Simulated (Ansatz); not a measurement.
## TiBr2 (P-3m1): how robust is the cRPA U?

What does U in TiBr2 (P-3m1) depend on besides the window?

Main program and level: Ansatz 0.2.0; constrained RPA on LDA, plane waves, PAW.

This is a report of a sequence of runs, with most program output left out.

The database entry behind the starting cell has ideal inner coordinates that were not refined, so it need not match the best structure at ambient conditions.

**1. Set-up**

The structure is trigonal, space group P-3m1 (No. 164). Conventional cell: a = 3.629 Å, b = 3.629 Å, c = 6.492 Å, α = 90.00°, β = 90.00°, γ = 120.00°. Nearest to Ti lie 6 Br at 2.65 Å. Nearest to Br lie 3 Ti at 2.65 Å. Farther neighbours and most contacts between anions are not listed.

The cell and positions come from the Crystallography Open Database and are kept as given unless a step says otherwise. The default PAW set here is soft_2. Its files were made with PBE.

**2. Base: Ti t2g, bands v1 to c2, 6×6×4 mesh, medium accuracy**

Constrained RPA screens the interaction with every transition except those inside the target bands, which a later many-body model would treat itself.

Contents of input.yaml:

```yaml
crystal:
  lattice:
    - [2.56609051, 0.0, -2.56609051]
    - [-2.56609051, 2.56609051, 0.0]
    - [3.74815795, 3.74815795, 3.74815795]
  atoms:
    - { symbol: Ti, position: [0.0, 0.0, 0.0] }
    - { symbol: Br, position: [0.3333333333, 0.6666666667, 0.25] }
    - { symbol: Br, position: [0.6666666667, 0.3333333333, 0.75] }
kpoints:
  mp_grid: { grid: [12, 12, 4] }
hamiltonian:
  xc: lda
scf:
  occupations: { method: gaussian, width: 0.08 }
  n_extra_bands: 19
  max_iter: 150
output:
  crpa:
    kmesh: [6, 6, 4]
    target_bands: [v1, c2]
    projections: [{ species: Ti, l: d, shell: 3, orbitals: [dxz, dyz, dxy] }]
  local_orbitals:
    kmesh: [6, 6, 4]
    orbitals: [{ species: Ti, l: d, shell: 3, orbitals: [dxz, dyz, dxy] }]
    window: { bands: [v1, c2] }
    seedname: lo
```

Launch:

```sh
ansatz run input.yaml --threads 4 --pin off --max-ram 9216MiB --backend cpu --events-out ev --progress --plain --runs-dir out
```

Elapsed: 2.9 min, on 4 threads of Arm Neoverse V1, shared host; peak memory 0.59 GiB; 11 min of CPU time.

Numbers from this step:

* U: 3.307 eV
* U prime (inter-orbital): 2.559 eV
* J: 0.3577 eV
* bare V: 13.91 eV
* bare J: 0.4825 eV
* stated bound on U: 0.007115 eV
* U over bare V: 0.2377
* electrons in the window: 2.000
* head of the constrained inverse dielectric matrix: 0.2249
* least eigenvalue of the projection's overlap: 0.7520
* target functions: 3
* bands in the sums: 30
* r.m.s. miss of the model bands: 0.006249 eV
* width of the target bands: 2.005 eV
* weight of the projected orbitals in the window: 0.9181

On the Ti t2g shell, screening brings the on-site interaction from 13.9 eV down to U = 3.31 eV.

**3. Changed: 6×6×2 mesh**

input.yaml, the sections that differ from step 2:

```yaml
output:
  crpa:
    kmesh: [6, 6, 2]
    target_bands: [v1, c2]
    projections: [{ species: Ti, l: d, shell: 3, orbitals: [dxz, dyz, dxy] }]
# crystal, kpoints, hamiltonian, scf: as in step 2
```

Wall time 55 s (4 threads); peak memory 0.52 GiB; 3.5 min of CPU time.

Numbers from this step:

```
U                                                 : 3.295 eV
U prime (inter-orbital)                           : 2.549 eV
J                                                 : 0.3570 eV
bare V                                            : 13.90 eV
bare J                                            : 0.4816 eV
stated bound on U                                 : 0.007101 eV
U over bare V                                     : 0.2370
electrons in the window                           : 2.000
head of the constrained inverse dielectric matrix : 0.2237
least eigenvalue of the projection's overlap      : 0.7520
target functions                                  : 3
bands in the sums                                 : 30
width of the target bands                         : 2.005 eV
weight of the projected orbitals in the window    : 0.9181
```

On the Ti t2g shell, screening brings the on-site interaction from 13.9 eV down to U = 3.29 eV.

**4. Changed: 9×9×4 mesh**

Changes to input.yaml since step 3:

```diff
@@ -19,3 +19,3 @@
   crpa:
-    kmesh: [6, 6, 2]
+    kmesh: [9, 9, 4]
     target_bands: [v1, c2]
```

Wall time 11 min (4 threads); peak memory 0.78 GiB.

This step gave:

```yaml
u: 3.291 eV
u_prime_inter_orbital: 2.545 eV
j: 0.3573 eV
bare_v: 13.89 eV
bare_j: 0.4821 eV
stated_bound_on_u: 0.007124 eV
u_over_bare_v: 0.2370
electrons_in_the_window: 2.000
head_of_the_constrained_inverse_dielectric_matrix: 0.2209
least_eigenvalue_of_the_projection_s_overlap: 0.7520
target_functions: 3
bands_in_the_sums: 30
width_of_the_target_bands: 2.005 eV
weight_of_the_projected_orbitals_in_the_window: 0.9181
```

On the Ti t2g shell, screening brings the on-site interaction from 13.9 eV down to U = 3.29 eV.

**5. Changed: 3×3×2 mesh**

Changes to input.yaml since step 4:

```diff
@@ -19,3 +19,3 @@
   crpa:
-    kmesh: [9, 9, 4]
+    kmesh: [3, 3, 2]
     target_bands: [v1, c2]
```

The job ended after 10 s (4 threads; peak memory 0.46 GiB; 37 s of CPU time).

This step gave:

```yaml
u: 3.412 eV
u_prime_inter_orbital: 2.669 eV
j: 0.3568 eV
bare_v: 13.96 eV
bare_j: 0.4807 eV
stated_bound_on_u: 0.007171 eV
u_over_bare_v: 0.2444
electrons_in_the_window: 2.000
head_of_the_constrained_inverse_dielectric_matrix: 0.2248
least_eigenvalue_of_the_projection_s_overlap: 0.7520
target_functions: 3
bands_in_the_sums: 30
width_of_the_target_bands: 2.005 eV
weight_of_the_projected_orbitals_in_the_window: 0.9181
```

On the Ti t2g shell, screening brings the on-site interaction from 14.0 eV down to U = 3.41 eV.

**6. Changed: sums over states**

Changes to input.yaml since step 5:

```diff
@@ -19,4 +19,7 @@
   crpa:
-    kmesh: [3, 3, 2]
+    kmesh: [6, 6, 4]
     target_bands: [v1, c2]
     projections: [{ species: Ti, l: d, shell: 3, orbitals: [dxz, dyz, dxy] }]
+    accuracy: sum_over_states
+    n_empty_bands: 13
+    ecut_chi: 250
```

Elapsed: 19 s, on 4 threads; peak memory 0.52 GiB.

This variant gives U = 3.52 eV against 3.31 eV. It is a finite sum over empty states with no bound on its error and stays out of the table below.

**7. Changed: smooth pair densities**

Changes to input.yaml since step 6:

```diff
@@ -22,4 +22,2 @@
     projections: [{ species: Ti, l: d, shell: 3, orbitals: [dxz, dyz, dxy] }]
-    accuracy: sum_over_states
-    n_empty_bands: 13
-    ecut_chi: 250
+    pair_densities: pseudo
```

It took 2.8 min on 4 threads; peak memory 0.53 GiB; 11 min of CPU time.

This step gave:

* U: 3.318 eV
* U prime (inter-orbital): 2.558 eV
* J: 0.3642 eV
* bare V: 13.91 eV
* bare J: 0.4825 eV
* stated bound on U: 0.008516 eV
* U over bare V: 0.2386
* electrons in the window: 2.000
* head of the constrained inverse dielectric matrix: 0.2251
* least eigenvalue of the projection's overlap: 0.7520
* target functions: 3
* bands in the sums: 30
* width of the target bands: 2.005 eV
* weight of the projected orbitals in the window: 0.9181

On the Ti t2g shell, screening brings the on-site interaction from 13.9 eV down to U = 3.32 eV.

**8. Changed: one k-point**

Changes to input.yaml since step 7:

```diff
@@ -19,5 +19,4 @@
   crpa:
-    kmesh: [6, 6, 4]
+    kmesh: [1, 1, 1]
     target_bands: [v1, c2]
     projections: [{ species: Ti, l: d, shell: 3, orbitals: [dxz, dyz, dxy] }]
-    pair_densities: pseudo
```

The job ended after 3.1 s (4 threads; peak memory 0.46 GiB).

The run ended normally, though the input holds a fault or crude settings.

The fault put into this input: one k-point. It printed U = 2.51 eV, which is no property of the model meant.

**9. Changed: volume -3 %**

The cell differs from the one that the last finished run ended in (a 3.629 → 3.592 Å, b 3.629 → 3.592 Å, c 6.492 → 6.426 Å).

Changes to input.yaml since step 8:

```diff
@@ -2,5 +2,5 @@
   lattice:
-    - [2.56609051, 0.0, -2.56609051]
-    - [-2.56609051, 2.56609051, 0.0]
-    - [3.74815795, 3.74815795, 3.74815795]
+    - [2.5401686316, 0.0, -2.5401686316]
+    - [-2.5401686316, 2.5401686316, 0.0]
+    - [3.71029518, 3.71029518, 3.71029518]
   atoms:
@@ -19,4 +19,9 @@
   crpa:
-    kmesh: [1, 1, 1]
+    kmesh: [6, 6, 4]
     target_bands: [v1, c2]
     projections: [{ species: Ti, l: d, shell: 3, orbitals: [dxz, dyz, dxy] }]
+  local_orbitals:
+    kmesh: [6, 6, 4]
+    orbitals: [{ species: Ti, l: d, shell: 3, orbitals: [dxz, dyz, dxy] }]
+    window: { bands: [v1, c2] }
+    seedname: lo
```

Elapsed: 2.7 min, on 4 threads; peak memory 0.59 GiB.

Numbers from this step:

- U: 3.264 eV
- U prime (inter-orbital): 2.527 eV
- J: 0.3532 eV
- bare V: 13.78 eV
- bare J: 0.4761 eV
- stated bound on U: 0.006868 eV
- U over bare V: 0.2369
- electrons in the window: 2.000
- head of the constrained inverse dielectric matrix: 0.2217
- least eigenvalue of the projection's overlap: 0.7409
- target functions: 3
- bands in the sums: 30
- r.m.s. miss of the model bands: 0.006930 eV
- width of the target bands: 2.122 eV
- weight of the projected orbitals in the window: 0.9137

On the Ti t2g shell, screening brings the on-site interaction from 13.8 eV down to U = 3.26 eV.

**10. Changed: potentials**

This step: constrained RPA on LDA, plane waves, norm-conserving pseudopotentials.

Contents of input.yaml:

```yaml
crystal:
  lattice:
    - [2.56609051, 0.0, -2.56609051]
    - [-2.56609051, 2.56609051, 0.0]
    - [3.74815795, 3.74815795, 3.74815795]
  atoms:
    - { symbol: Ti, position: [0.0, 0.0, 0.0] }
    - { symbol: Br, position: [0.3333333333, 0.6666666667, 0.25] }
    - { symbol: Br, position: [0.6666666667, 0.3333333333, 0.75] }
kpoints:
  mp_grid: { grid: [12, 12, 4] }
hamiltonian:
  xc: lda
  pseudopotentials: { kind: nc }
scf:
  occupations: { method: gaussian, width: 0.08 }
  n_extra_bands: 19
  max_iter: 150
output:
  crpa:
    kmesh: [6, 6, 4]
    target_bands: [v1, c2]
    projections: [{ species: Ti, l: d, shell: 3, orbitals: [dxz, dyz, dxy] }]
```

Elapsed: 7.6 min, on 4 threads; peak memory 1.4 GiB.

This step gave:

- U: 3.302 eV
- U prime (inter-orbital): 2.557 eV
- J: 0.3564 eV
- bare V: 13.90 eV
- bare J: 0.4819 eV
- stated bound on U: 0.007123 eV
- U over bare V: 0.2375
- electrons in the window: 2.000
- head of the constrained inverse dielectric matrix: 0.2249
- least eigenvalue of the projection's overlap: 0.7519
- target functions: 3
- bands in the sums: 30
- width of the target bands: 2.006 eV
- weight of the projected orbitals in the window: 0.9191

On the Ti t2g shell, screening brings the on-site interaction from 13.9 eV down to U = 3.30 eV.

**11. Changed: volume +3 %**

This step: constrained RPA on LDA, plane waves, PAW.

The cell differs from the one that the last finished run ended in (a 3.629 → 3.665 Å, b 3.629 → 3.665 Å, c 6.492 → 6.556 Å).

Changes to input.yaml since step 10:

```diff
@@ -2,5 +2,5 @@
   lattice:
-    - [2.56609051, 0.0, -2.56609051]
-    - [-2.56609051, 2.56609051, 0.0]
-    - [3.74815795, 3.74815795, 3.74815795]
+    - [2.5914989992, 0.0, -2.5914989992]
+    - [-2.5914989992, 2.5914989992, 0.0]
+    - [3.7852708384, 3.7852708384, 3.7852708384]
   atoms:
@@ -13,3 +13,2 @@
   xc: lda
-  pseudopotentials: { kind: nc }
 scf:
@@ -23 +22,6 @@
     projections: [{ species: Ti, l: d, shell: 3, orbitals: [dxz, dyz, dxy] }]
+  local_orbitals:
+    kmesh: [6, 6, 4]
+    orbitals: [{ species: Ti, l: d, shell: 3, orbitals: [dxz, dyz, dxy] }]
+    window: { bands: [v1, c2] }
+    seedname: lo
```

Wall time 2.9 min (4 threads); peak memory 0.6 GiB.

Numbers from this step:

| Property | Result |
| --- | --- |
| U | 3.347 eV |
| U prime (inter-orbital) | 2.590 eV |
| J | 0.3619 eV |
| bare V | 14.03 eV |
| bare J | 0.4886 eV |
| stated bound on U | 0.007314 eV |
| U over bare V | 0.2385 |
| electrons in the window | 2.000 |
| head of the constrained inverse dielectric matrix | 0.2280 |
| least eigenvalue of the projection's overlap | 0.7624 |
| target functions | 3 |
| bands in the sums | 30 |
| r.m.s. miss of the model bands | 0.005644 eV |
| width of the target bands | 1.898 eV |
| weight of the projected orbitals in the window | 0.9222 |

On the Ti t2g shell, screening brings the on-site interaction from 14.0 eV down to U = 3.35 eV.

**12. Side by side**

Times are wall times on 4 threads of Arm Neoverse V1, shared host, good to a factor of about two.

```
                  run  bare V (eV)  U (eV)  J (eV)  bound on U (eV)  width (eV)     time
        target window        13.91   3.307   0.358           0.0071        2.01  2.9 min
           6×6×2 mesh        13.90   3.295   0.357           0.0071        2.01     55 s
           9×9×4 mesh        13.89   3.291   0.357           0.0071        2.01   11 min
           3×3×2 mesh        13.96   3.412   0.357           0.0072        2.01     10 s
smooth pair densities        13.91   3.318   0.364           0.0085        2.01  2.8 min
          volume -3 %        13.78   3.264   0.353           0.0069        2.12  2.7 min
           potentials        13.90   3.302   0.356           0.0071        2.01  7.6 min
          volume +3 %        14.03   3.347   0.362           0.0073        1.90  2.9 min
```

**13. What came out**

```
target window         : U 3.31 eV, J 0.36 eV
6×6×2 mesh            : U 3.29 eV, J 0.36 eV
9×9×4 mesh            : U 3.29 eV, J 0.36 eV
3×3×2 mesh            : U 3.41 eV, J 0.36 eV
smooth pair densities : U 3.32 eV, J 0.36 eV
volume -3 %           : U 3.26 eV, J 0.35 eV
potentials            : U 3.30 eV, J 0.36 eV
volume +3 %           : U 3.35 eV, J 0.36 eV
```

What this shows: 6×6×2 mesh moves U by −0.01 eV (within the solver's bounds, for the mean over orbitals) at 0.32 times the time. 9×9×4 mesh moves U by −0.02 eV at 3.8 times the time. 3×3×2 mesh moves U by +0.11 eV at 0.058 times the time. Smooth pair densities moves U by +0.01 eV (within the solver's bounds, for the mean over orbitals). Volume -3 % moves U by −0.04 eV. Potentials moves U by −0.005 eV (within the solver's bounds, for the mean over orbitals) at 2.6 times the time. Volume +3 % moves U by +0.04 eV. The printed bound covers the solver alone, not the mesh. The parent state is non-magnetic and the interaction static (zero frequency); U depends on the window and the orbitals, so it belongs to this model alone.

[Paths, hosts, dates, memory and timing lines, banners, echoed tables and standing remarks are left out of the program output.]

[Logs are printed without paths, hosts, clocks, repeated set-up lines and the standing remarks that a program may print on its own settings, such as how far it seeks lower states.]

[Runs of the session that timed out or met a known fault of the program may be left out.]

[Hosts, paths, dates, database ids (printed as entryN), source tags and the programs' standing remarks are cut or masked in the printed files.]
